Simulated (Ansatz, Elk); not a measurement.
# FeCo2: X-ray structure factors from the self-consistent density, part 2 of 2

The structure of FeCo2 used here is made up (a known structure type with other elements) and was relaxed beforehand with PBEsol. The aim is the Fourier transform of its all-electron density, F(hkl), set beside the sum over free spherical atoms that refinements use.

Elk 11.2.3 (patched build); all-electron DFT.

So far: Set-up; Ground state and structure factors; The magnetisation density; The highest occupied states alone.

The structure was built from a prototype and need not be the compound's stable phase.

## Step 5: Another functional

Level of this step: DFT, PBEsol, all-electron APW+lo, Dirac cores, scalar-relativistic bands, static density, ferromagnetic start (Elk).

The difference from free atoms is small, so it is set against the change that PBEsol makes.

The input, elk.in:

```
tasks
  0
  195
  196

xctype
  22

spinpol
  .true.

rgkmax
  7.0

gmaxvr
  14.0

lmaxo
  7

lmaxapw
  8

swidth
  0.002

tshift
  .false.

ramdisk
  .false.

hmaxvr
  5.5

maxscl
  120

epspot
  1e-06

reducebf
  0.8

sppath
  './'

avec
  4.65480131945 -0.00000000000 -0.00000000000
  -2.32740065972 4.03117619221 0.00000000000
  -0.00000000000 0.00000000000 11.47980444739

atoms
  2
  'Co.in'
  2
  0.6666666667 0.3333333333 0.3370976284   0.000000 0.000000 -0.085000
  0.3333333333 0.6666666667 0.6629023716   0.000000 0.000000 -0.085000
  'Fe.in'
  1
  -0.0000000000 -0.0000000000 -0.0000000000   0.000000 0.000000 -0.110000

ngridk
  9 9 3
```

On the command line:

```
OMP_NUM_THREADS=4 elk
```

Numbers of over 12 decimals in the logs are rounded to 6 here.

The program printed:

```text
┌─────────────────────────┐
│ Elk code version 11.2.3 │
└─────────────────────────┘

All units are atomic (Hartree, Bohr, etc.)

┌─────────────────────────────────────────────────┐
│ Ground-state run starting from atomic densities │
└─────────────────────────────────────────────────┘

Lattice vectors :
   4.654801319      -0.000000000      -0.000000000
  -2.327400660       4.031176192       0.000000000
  -0.000000000       0.000000000       11.47980445

Reciprocal lattice vectors :
   1.349828892      0.7793240741       0.000000000
[...]
total calculated charge     :    79.99607020
 total charge                :    80.00000000
 error                       :   0.3929799762E-02

Moments :
 interstitial                :  -0.1117799347
 muffin-tins
  species : 1 (Co)
[...]
atom 2                    :    1.674863896
  species : 2 (Fe)
   atom 1                    :    2.264890759
 total in muffin-tins        :    5.614618551
 total moment                :    5.502838616

┌──────────────────────────────┐
│ Self-consistent loop stopped │
└──────────────────────────────┘

Warning : core states of species 1 leak from the muffin-tin :   0.9176659538E-03

Wrote STATE.OUT
[key lines of the parts left out:]
total energy                :     -4056.1416464655
```

Wall time 2.2 min (4 threads of Arm Neoverse V1, shared host); peak memory 0.37 GiB; 8.1 min of CPU time.

Against the first run R = 0.04 %; the largest change is -0.029 at 003. The moment goes from 5.56 to 5.50 μB.

## Step 6: Basis size

The basis and the expansions that go with it are enlarged, to see whether the differences are converged.

elk.in, as its differences from that of step 5:

```diff
@@ -6,3 +6,3 @@
 xctype
-  22
+  20
 
@@ -12,12 +12,12 @@
 rgkmax
-  7.0
+  8.5
 
 gmaxvr
-  14.0
+  18.0
 
 lmaxo
-  7
+  9
 
 lmaxapw
-  8
+  10
```

On the command line:

```
OMP_NUM_THREADS=4 elk
```

The program printed:

```text
┌─────────────────────────┐
│ Elk code version 11.2.3 │
└─────────────────────────┘

All units are atomic (Hartree, Bohr, etc.)

┌─────────────────────────────────────────────────┐
│ Ground-state run starting from atomic densities │
└─────────────────────────────────────────────────┘

Lattice vectors :
   4.654801319      -0.000000000      -0.000000000
  -2.327400660       4.031176192       0.000000000
  -0.000000000       0.000000000       11.47980445

Reciprocal lattice vectors :
   1.349828892      0.7793240741       0.000000000
[...]
total calculated charge     :    79.99802720
 total charge                :    80.00000000
 error                       :   0.1972799856E-02

Moments :
 interstitial                :  -0.1286578639
 muffin-tins
  species : 1 (Co)
[...]
atom 2                    :    1.683491559
  species : 2 (Fe)
   atom 1                    :    2.309598508
 total in muffin-tins        :    5.676581627
 total moment                :    5.547923763

┌──────────────────────────────┐
│ Self-consistent loop stopped │
└──────────────────────────────┘

Warning : core states of species 1 leak from the muffin-tin :   0.9012312227E-03

Wrote STATE.OUT
[key lines of the parts left out:]
total energy                :     -4059.7563512726
```

The job ended after 4.6 min (4 threads; peak memory 0.44 GiB; 17 min of CPU time).

Against the first run R = 0.02 %; the largest change is -0.014 at 113. The moment goes from 5.56 to 5.55 μB.

## Step 7: A coarser k-mesh

About half the k-points along each axis test the sampling.

elk.in, as its differences from that of step 6:

```diff
@@ -12,12 +12,12 @@
 rgkmax
-  8.5
+  7.0
 
 gmaxvr
-  18.0
+  14.0
 
 lmaxo
-  9
+  7
 
 lmaxapw
-  10
+  8
 
@@ -63,2 +63,2 @@
 ngridk
-  9 9 3
+  4 4 2
```

On the command line:

```
OMP_NUM_THREADS=4 elk
```

The program printed:

```text
┌─────────────────────────┐
│ Elk code version 11.2.3 │
└─────────────────────────┘

All units are atomic (Hartree, Bohr, etc.)

┌─────────────────────────────────────────────────┐
│ Ground-state run starting from atomic densities │
└─────────────────────────────────────────────────┘

Lattice vectors :
   4.654801319      -0.000000000      -0.000000000
  -2.327400660       4.031176192       0.000000000
  -0.000000000       0.000000000       11.47980445

Reciprocal lattice vectors :
   1.349828892      0.7793240741       0.000000000
[...]
total calculated charge     :    79.99622553
 total charge                :    80.00000000
 error                       :   0.3774474332E-02

Moments :
 interstitial                :  -0.1342757397
 muffin-tins
  species : 1 (Co)
[...]
atom 2                    :    1.668267950
  species : 2 (Fe)
   atom 1                    :    2.208856225
 total in muffin-tins        :    5.545392126
 total moment                :    5.411116386

┌──────────────────────────────┐
│ Self-consistent loop stopped │
└──────────────────────────────┘

Warning : core states of species 1 leak from the muffin-tin :   0.8989825255E-03

Wrote STATE.OUT
[key lines of the parts left out:]
total energy                :     -4059.7392292073
```

The job ended after 51 s (4 threads; peak memory 0.37 GiB; 3 min of CPU time).

Against the first run R = 0.07 %; the largest change is +0.035 at 024. The moment goes from 5.56 to 5.41 μB.

## Step 8: Settings against the effect

```csv
run,R against the first run (%),"R against neutral atoms, low angle (%)",wall time
"PBE, rgkmax 7",0.00,0.82,2.1 min
PBEsol,0.04,0.88,2.2 min
rgkmax 8.5 with larger expansions,0.02,0.82,4.6 min
k-mesh 4×4×2,0.07,0.83,51 s
```

## Step 9: Summary of results

| Quantity | Value |
| --- | --- |
| R against neutral atoms, sin θ/λ < 0.3 Å⁻¹ | 0.82 % |
| R against neutral atoms, 0.3 to 0.82 Å⁻¹ | 0.28 % |

What this shows: Independent neutral atoms miss the calculated amplitudes by R = 0.82 % below 0.3 Å⁻¹ and 0.28 % from there to 0.82 Å⁻¹; by shells, 0.48 % below 0.15 Å⁻¹ (1 form), 0.83 % 0.15 to 0.3 (7 forms), 0.25 % 0.3 to 0.45 (9 forms), 0.29 % above 0.45 (64 forms). Bonding, aspherical density and the tables' own atoms all enter these figures, and the runs don't part them. The largest change of an amplitude is -0.48 electrons, at 012. The magnetic order is that of the start. No other order was tried here, and an antiferromagnetic one would change or move the magnetic intensity. The window's part falls from 26.0 electrons at the origin to at most 3.79 between 0.45 and 0.82 Å⁻¹, where compact states inside the window still scatter. Below 0.3 Å⁻¹ the changes that finished (PBEsol, rgkmax 8.5 with larger expansions and k-mesh 4×4×2) move F by R = 0.05 % at most, against the 0.82 % that separates it from free atoms. The magnetic factors move by R = 2.2 % (PBEsol), 0.2 % (rgkmax 8.5 with larger expansions) and 5.4 % (k-mesh 4×4×2), so they aren't settled to better than that. Part of the difference isn't bonding: the tables are fits to free atoms and ions calculated by other methods than this functional. Thermal motion, anomalous dispersion and extinction are left out.

[Logs are printed without paths, hosts, clocks, repeated set-up lines and the standing remarks that a program may print on its own settings, such as how far it seeks lower states.]

[Hosts, paths, dates, database ids (printed as entryN), source tags and the programs' standing remarks are cut or masked in the printed files.]
